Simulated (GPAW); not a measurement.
## A GW chain in GPAW: BiP (buckled honeycomb monolayer)

The cell holds 2 atoms: 1 P and 1 Bi. Its edges and angles: a = 3.879 Å, b = 3.879 Å, c = 12.400 Å, α = 90.0°, β = 90.0°, γ = 120.0°. Vacuum lies along c.

```
P Bi
1.0
     3.87891    0.00000    0.00000
    -1.93945    3.35923    0.00000
     0.00000    0.00000   12.40000
P Bi
1 1
Cartesian
  0.0000 2.2395 5.4613
  1.9395 1.1197 6.9386
```

```
method               : DFT, PBE, plane waves, PAW (and 1 further level or step)
program              : GPAW 26.7.0
settings             : cutoff 450 eV, GPAW PAW setups 1.2.1 data release, 6×6×1 k-mesh, nbands 272
cost                 : 3 runs, 2 min in all on 4 MPI ranks of Arm Neoverse V1, shared host
notes                : The structure was relaxed with PBE. Limits: no spin-orbit coupling.
PBE gap              : 1.50 eV, direct
G0W0 gap on the mesh : 2.42 eV
GW settings          : 6×6×1 mesh, 122 bands, screening to 48 eV, full frequency, Hilbert transform
known limits         : short of the basis limit; no spin-orbit coupling
```

G0W0 moves the gap on the mesh from 1.50 eV to 2.42 eV (+0.92 eV), with Z of 0.72 and 0.74 at the edges. The dearest step here is «empty states on the mesh».

[Long decimals in the printed logs are rounded to 6 places.]

[Logs are printed without paths, hosts, clocks, repeated set-up lines and the standing remarks that a program may print on its own settings, such as how far it seeks lower states.]

[Paths, hosts, dates, memory and timing lines, banners, echoed tables and standing remarks are left out of the program output; an Ansatz launch command may be rebuilt from the run's recorded settings. Measured values are a selection of at most five: reports struck by readers or far from the other reports are left out. None is set beside runs whose start may be inverted or whose files or cutoffs have a known fault.]

[Runs of the session that timed out or met a known fault of the program may be left out.]

[Hosts, paths, dates, database ids (printed as entryN), source tags and the programs' standing remarks are cut or masked in the printed files.]

[Where the starting crystal was built by hand or by swapping elements, it need not be the compound's stable phase.]
